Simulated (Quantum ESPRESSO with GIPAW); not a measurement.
# 13C shielding of SiC (Moissanite 3C) under strain

GIPAW runs (PBEsol, plane-wave PAW from pslibrary 1.0.0 recipes, cutoffs 55 and 330 Ry, one 14×14×14 mesh for all shielding runs; Quantum ESPRESSO with GIPAW, a patched development version; no spin-orbit coupling, no macroscopic shape term) on SiC (Moissanite 3C), space group F-43m before straining. The cell below is strained equally along all axes, and the atoms keep their fractional coordinates.

```
CELL_PARAMETERS angstrom
0.00000 2.17900 2.17900
2.17900 0.00000 2.17900
2.17900 2.17900 0.00000
ATOMIC_POSITIONS crystal
Si 0.00000 0.00000 0.00000
C 0.25000 0.25000 0.25000
```

The cell is an entry of the Crystallography Open Database.

The bonds are those of C (atom 2; CSi4). One row is withheld.

| strain (%) | mean bond (Å) | σ_iso Si (ppm) | σ_iso C (ppm) |
| --- | --- | --- | --- |
| -2 | 1.8493 | 361.60 | 147.89 |
| -1.5 | 1.8588 | 359.67 | 145.77 |
| -1 | 1.8682 | 357.70 | 143.57 |
| 0 | 1.8871 | 353.59 | 138.94 |
| +0.5 | 1.8965 | 351.45 | 136.51 |
| +1 | 1.9059 | ? | ? |
| +2 | 1.9248 | 344.72 | 128.72 |

**Task.** Fit σ_iso of C against strain, judge whether a straight line is enough, and predict the withheld row at +1 %.

1. With n = 6: Σx = -2.000, Σy = 841.40, Σx² = 11.5000, Σxy = -332.310.

2. Slope b = (nΣxy − ΣxΣy)/(nΣx² − (Σx)²) = -4.79 ppm per %, intercept a = (Σy − bΣx)/n = 138.64 ppm.

3. Residuals (run less line), in the order of the table: -0.32, -0.05, +0.15, +0.30, +0.26, -0.35 ppm. They bend in one sense; the largest is 1.8 % of the range of σ, so a line serves for most purposes and a parabola takes up the rest: σ = 138.94 − 4.792 x − 0.159 x², with residuals of 0.01 ppm or less.

4. At +1 % (inside the fitted range) the line gives 133.85 ppm and the parabola 133.99 ppm.

5. The run gives:

| strain (%) | mean bond (Å) | σ_iso Si (ppm) | σ_iso C (ppm) |
| --- | --- | --- | --- |
| +1 | 1.9059 | 349.26 | 134.00 |

Prediction less run: the line misses by -0.15 ppm, the parabola by -0.01 ppm. By the parabola, a strain of +1 % changes σ of C by -4.95 ppm and one of −1 % by +4.63 ppm; the mean slope is -4.79 ppm per %, or 2.5 ppm for 0.01 Å of mean bond length. The shift moves the opposite way, scaled by the slope of a reference line. Over the table σ of Si goes from 361.60 to 344.72 ppm. Zero strain is the database's lattice, not this functional's rest cell, and neither cutoff nor mesh was tested for the slopes. The omitted shape term, common to all sites, changes with strain too. This build of gipaw.x prints that it is not audited and that its numbers are no references by themselves.

[Banner, clock, file and message-heading lines were taken out of the pw.x and gipaw.x logs.]

[Logs are printed without paths, hosts, clocks, repeated set-up lines and the standing remarks that a program may print on its own settings, such as how far it seeks lower states.]

[Hosts, paths, dates, database ids (printed as entryN), source tags and the programs' standing remarks are cut or masked in the printed files.]
